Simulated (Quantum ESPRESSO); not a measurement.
## ZnSe (Stilleite): a mode Grüneisen parameter, worked out

Aim: the Grüneisen parameter and the pressure coefficient of an optical mode of ZnSe (Stilleite).

Main program and level: Quantum ESPRESSO 7.5; DFT LDA, scalar-relativistic, plane waves, PseudoDojo norm-conserving pseudopotentials.

## 1. The relaxed structure

Symmetry: F-43m, No. 216, cubic system. The conventional cell has a = 5.567 Å, b = 5.567 Å, c = 5.567 Å, α = 90.00°, β = 90.00°, γ = 90.00°. Nearest to Zn lie 4 Se at 2.41 Å. Nearest to Se lie 4 Zn at 2.41 Å. Farther neighbours and most contacts between anions are not listed.

This is the cell after its relaxation at this level of theory, not the database cell from which that began.

## 2. Runs at several volumes

The relaxed cell is scaled uniformly; in this structure symmetry fixes all atoms, so nothing has to be relaxed anew. Each volume gets a ground state and a response at Γ. The mode followed is the highest one without the macroscopic field, of symmetry T2; longitudinal polar modes lie higher. Cutoff 95 Ry, k mesh 8×8×8.

From the response at V/V₀ = 0.94:

Output:

```text
[banners, grids, parts of the stress and lines that vanish by symmetry left out]
Program PHONON v.7.5
     Reading xml data from directory:

[...]
Exchange-correlation= PW
                           (   1   4   0   0   0   0   0)
[...]
kinetic-energy cut-off    =      95.0000  Ry
     charge density cut-off    =     380.0000  Ry
     convergence threshold     =      1.0E-18
[...]
Exchange-correlation= PW
                           (   1   4   0   0   0   0   0)
[...]
q = (   0.0000000   0.0000000   0.0000000 )
     25 Sym.Ops. (with q -> -q+G )
     G cutoff = 1022.0950  (  34327 G-vectors)     FFT grid: ( 45, 45, 45)
     number of k points=    29
[...]
Mode symmetry, T_d (-43m)  point group:
[...]
Dielectric constant
[...]
End of electric fields calculation
          Dielectric constant in cartesian axis
          (       7.924680648      -0.000000000      -0.000000000 )
          (      -0.000000000       7.924680648       0.000000000 )
          (      -0.000000000       0.000000000       7.924680648 )
          Effective charges (d Force / dE) in cartesian axis without acoustic sum rule applied (asr)
           atom    1  Zn    Mean Z*:        1.87351
      Ex  (        1.87351       -0.00000       -0.00000 )
      Ey  (       -0.00000        1.87351        0.00000 )
      Ez  (       -0.00000        0.00000        1.87351 )
           atom    2  Se    Mean Z*:       -1.92225
      Ex  (       -1.92225       -0.00000       -0.00000 )
      Ey  (       -0.00000       -1.92225        0.00000 )
      Ez  (       -0.00000        0.00000       -1.92225 )
          Effective charges Sum: Mean:       -0.04875
[...]
Effective charges (d Force / dE) in cartesian axis with asr applied:
           atom    1  Zn    Mean Z*:        1.89788
[...]
atom    2  Se    Mean Z*:       -1.89788
[...]
Representation #   1 modes #   1   2   3
[...]
End of self-consistent calculation
     Convergence has been achieved
     Representation #   2 modes #   4   5   6
[...]
End of self-consistent calculation
     Convergence has been achieved
[...]
Dielectric constant in cartesian axis
          (       7.924680648      -0.000000000      -0.000000000 )
          (      -0.000000000       7.924680648       0.000000000 )
          (      -0.000000000       0.000000000       7.924680648 )
          Effective charges (d Force / dE) in cartesian axis without acoustic sum rule applied (asr)
           atom    1  Zn    Mean Z*:        1.87351
      Ex  (        1.87351       -0.00000       -0.00000 )
      Ey  (       -0.00000        1.87351        0.00000 )
      Ez  (       -0.00000        0.00000        1.87351 )
           atom    2  Se    Mean Z*:       -1.92225
      Ex  (       -1.92225       -0.00000       -0.00000 )
      Ey  (       -0.00000       -1.92225        0.00000 )
      Ez  (       -0.00000        0.00000       -1.92225 )
          Effective charges Sum: Mean:       -0.04875
[...]
Effective charges (d Force / dE) in cartesian axis with asr applied:
           atom    1  Zn    Mean Z*:        1.89788
[...]
atom    2  Se    Mean Z*:       -1.89788
[...]
q = (    0.000000000   0.000000000   0.000000000 )
[...]
freq (    1) =       0.021807 [THz] =       0.727404 [cm-1]
     freq (    2) =       0.021807 [THz] =       0.727404 [cm-1]
     freq (    3) =       0.021807 [THz] =       0.727404 [cm-1]
     freq (    4) =       7.285131 [THz] =     243.005804 [cm-1]
     freq (    5) =       7.285131 [THz] =     243.005804 [cm-1]
     freq (    6) =       7.285131 [THz] =     243.005804 [cm-1]
[...]
Mode symmetry, T_d (-43m)  point group:
     freq (   1-   3) =          0.7  [cm-1]   --> T_2  G_15 P_4   I+R
     freq (   4-   6) =        243.0  [cm-1]   --> T_2  G_15 P_4   I+R

   JOB DONE.
```

One volume, V/V₀ = 1.03, is held back as a test.

| V/V₀ | volume (Å³/atom) | pressure (GPa) | ω (cm⁻¹) |
| --- | --- | --- | --- |
| 0.94 | 20.268 | 5.21 | 243.01 |
| 0.97 | 20.915 | 2.39 | 230.83 |
| 1 | 21.562 | 0.00 | 219.28 |
| 1.03 | 22.209 | -2.03 | held back |
| 1.06 | 22.856 | -3.75 | 197.57 |

## 3. The fit

The mode Grüneisen parameter is γ = −d ln ω / d ln V.

| ln(V/V₀) | ln ω |
| --- | --- |
| -0.0619 | 5.4931 |
| -0.0305 | 5.4417 |
| 0.0000 | 5.3903 |
| 0.0583 | 5.2861 |

A straight line through these points has the slope -1.726, so γ = 1.73; at V/V₀ = 1.03 it predicts ω = exp(5.3881 − 0.0510) = 207.90 cm⁻¹.

A parabola of pressure against ln V through V/V₀ = 0.97, 1 and 1.03 gives the bulk modulus B = −dP/d ln V = 74 GPa at V₀. With ω₀ from the fitted line the pressure coefficient follows as dω/dP = γ ω₀ / B = 1.73 × 218.8 / 74 = 5.13 cm⁻¹/GPa.

## 4. The run that was held back

Output:

```text
[banners, grids, parts of the stress and lines that vanish by symmetry left out]
[banner, memory and clock lines left out]
Program PHONON v.7.5

[...]
Exchange-correlation= PW
                           (   1   4   0   0   0   0   0)
[...]
kinetic-energy cut-off    =      95.0000  Ry
     charge density cut-off    =     380.0000  Ry
     convergence threshold     =      1.0E-18
[...]
Exchange-correlation= PW
                           (   1   4   0   0   0   0   0)
[...]
q = (   0.0000000   0.0000000   0.0000000 )
     25 Sym.Ops. (with q -> -q+G )
     G cutoff = 1086.3360  (  37461 G-vectors)     FFT grid: ( 48, 48, 48)
     number of k points=    29
[...]
Mode symmetry, T_d (-43m)  point group:
[...]
Dielectric constant
[...]
End of electric fields calculation
          Dielectric constant in cartesian axis
          (       8.673345479       0.000000000       0.000000000 )
          (       0.000000000       8.673345479       0.000000000 )
          (      -0.000000000       0.000000000       8.673345479 )
          Effective charges (d Force / dE) in cartesian axis without acoustic sum rule applied (asr)
           atom    1  Zn    Mean Z*:        2.02990
      Ex  (        2.02990        0.00000        0.00000 )
      Ey  (        0.00000        2.02990       -0.00000 )
      Ez  (        0.00000       -0.00000        2.02990 )
           atom    2  Se    Mean Z*:       -2.08309
      Ex  (       -2.08309        0.00000       -0.00000 )
      Ey  (        0.00000       -2.08309        0.00000 )
      Ez  (        0.00000       -0.00000       -2.08309 )
[...]
Representation #   1 modes #   1   2   3
[...]
End of self-consistent calculation
     Convergence has been achieved
     Representation #   2 modes #   4   5   6
[...]
End of self-consistent calculation
     Convergence has been achieved
[...]
Dielectric constant in cartesian axis
          (       8.673345479       0.000000000       0.000000000 )
          (       0.000000000       8.673345479       0.000000000 )
          (      -0.000000000       0.000000000       8.673345479 )
          Effective charges (d Force / dE) in cartesian axis without acoustic sum rule applied (asr)
           atom    1  Zn    Mean Z*:        2.02990
      Ex  (        2.02990        0.00000        0.00000 )
      Ey  (        0.00000        2.02990       -0.00000 )
      Ez  (        0.00000       -0.00000        2.02990 )
           atom    2  Se    Mean Z*:       -2.08309
      Ex  (       -2.08309        0.00000       -0.00000 )
      Ey  (        0.00000       -2.08309        0.00000 )
      Ez  (        0.00000       -0.00000       -2.08309 )
          Effective charges Sum: Mean:       -0.05319
[...]
Effective charges (d Force / dE) in cartesian axis with asr applied:
           atom    1  Zn    Mean Z*:        2.05649
[...]
atom    2  Se    Mean Z*:       -2.05649
[...]
q = (    0.000000000   0.000000000   0.000000000 )
[...]
freq (    1) =      -0.081187 [THz] =      -2.708106 [cm-1]
     freq (    2) =      -0.081187 [THz] =      -2.708106 [cm-1]
     freq (    3) =      -0.081187 [THz] =      -2.708106 [cm-1]
     freq (    4) =       6.241475 [THz] =     208.193190 [cm-1]
     freq (    5) =       6.241475 [THz] =     208.193190 [cm-1]
     freq (    6) =       6.241475 [THz] =     208.193190 [cm-1]
[...]
Mode symmetry, T_d (-43m)  point group:
     freq (   1-   3) =         -2.7  [cm-1]   --> T_2  G_15 P_4   I+R
     freq (   4-   6) =        208.2  [cm-1]   --> T_2  G_15 P_4   I+R
```

It gives 208.19 cm⁻¹ against the predicted 207.90 cm⁻¹, a miss of 0.3 cm⁻¹.

## 5. What came out

- mode Grüneisen parameter: 1.726
- bulk modulus: 73.6 GPa
- pressure coefficient: 5.13 cm⁻¹/GPa

**Reading.** The highest optical mode of ZnSe (Stilleite) without the LO-TO term stiffens by 5.13 cm⁻¹ a GPa near the relaxed volume, with γ = 1.73. The power law meets all 5 runs within 0.23 %; between neighbouring volumes γ runs from 1.64 to 1.82. Such a coefficient turns a measured shift of this mode into a hydrostatic stress; uniaxial or biaxial stress splits the mode and needs deformation potentials. These are harmonic values at zero temperature for the structure held cubic, which a run at Γ can't show to be stable; the bulk modulus rests on three points.

[Host names and launcher messages were left out of these logs when they were recorded.]

[Logs are printed without paths, hosts, clocks, repeated set-up lines and the standing remarks that a program may print on its own settings, such as how far it seeks lower states.]

[Hosts, paths, dates, database ids (printed as entryN), source tags and the programs' standing remarks are cut or masked in the printed files.]
